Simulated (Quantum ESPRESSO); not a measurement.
# Changing the functional: LDA, PseudoDojo norm-conserving against PBE, 14 surfaces

How far does the work function move when only the functional, its files and their cutoffs are swapped on fixed atoms, and is the shift the same for all surfaces?

Set-up. Quantum ESPRESSO 7.5 (pw.x, pp.x): slabs at the tabulated lattice constant, outer layers relaxed under PBE by Ansatz 0.2.0 (PAW) or by pw.x, 16 to 19 Å of vacuum, cold smearing of 0.02 Ry, SCF threshold 1e-7 Ry, k-spacings of 0.17 to 0.35 Å⁻¹ (2π included); slabs of magnetic metals were started with moments, and † marks those that keep one. The work function is the vacuum level of the electrostatic potential less the Fermi level. Covered slabs use open boundaries (ESM, bc1). The reference is PBE with GBRV ultrasoft files; atoms and mesh stay.

Results:

| surface | PBE, GBRV (eV) | LDA, PseudoDojo norm-conserving (eV) | shift (eV) | cutoff (Ry), new and old | CPU time, new over old |
| --- | --- | --- | --- | --- | --- |
| Ba(110), 5 layers | 2.41 | 2.57 | +0.16 | 36, 40 | 0.6 |
| K(110), 5 layers + Li on hollow | 2.78 | 2.84 | +0.06 | 66, 40 | 0.7 |
| Ca(100), 5 layers + O on bridge, sunk into the top layer | 2.86 | 2.96 | +0.09 | 72, 40 | 3.6 |
| Li(100), 7 layers | 2.98 | 3.06 | +0.08 | 66, 40 | 1.9 |
| Al(100), 5 layers + C on hollow, sunk into the top layer | 3.23 | 3.53 | +0.31 | 74, 40 | 2.9 |
| Y(0001), 6 layers | 3.29 | 3.45 | +0.16 | 60, 40 | 1.7 |
| Na(100), 5 layers + Ti on hollow | 3.35 | 3.53 | +0.18 | 76, 40 | 3.9 |
| Re(0001), 4 layers + Se on hcp | 3.42 | 3.75 | +0.33 | 78, 40 | 2.2 |
| Sc(0001), 6 layers | 3.52 | 3.66 | +0.14 | 70, 40 | 2.2 |
| Os(0001), 4 layers + Na on top | 3.75 | 3.85 | +0.10 | 76, 40 | 1.7 |
| Be(0001), 4 layers + Ga on top | 3.78 | 4.06 | +0.28 | 76, 40 | 0.8 |
| Al(100), 5 layers + H on hollow | 3.92 | 4.15 | +0.22 | 64, 40 | 2.1 |
| Mo(100), 7 layers | 3.93 | 4.20 | +0.27 | 72, 40 | 2.4 |
| Zr(0001), 4 layers + F on fcc | 4.10 | 4.46 | +0.36 | 72, 40 | 1.8 |

**Reading.** The shift runs from +0.06 eV (K(110), 5 layers + Li on hollow) to +0.36 eV (Zr(0001), 4 layers + F on fcc), with a median of +0.17 eV. It is not rigid: the spread is 0.30 eV. The new level costs 2.0 times the reference's CPU time in the median.

**Limits.** Rows were grouped by their PBE work function; over all 31 surfaces run at this level the shift spans +0.04 to +0.42 eV. Levels carry 0.01 to 0.02 eV of SCF slack. CPU times come from shared hosts of several kinds and are rough.
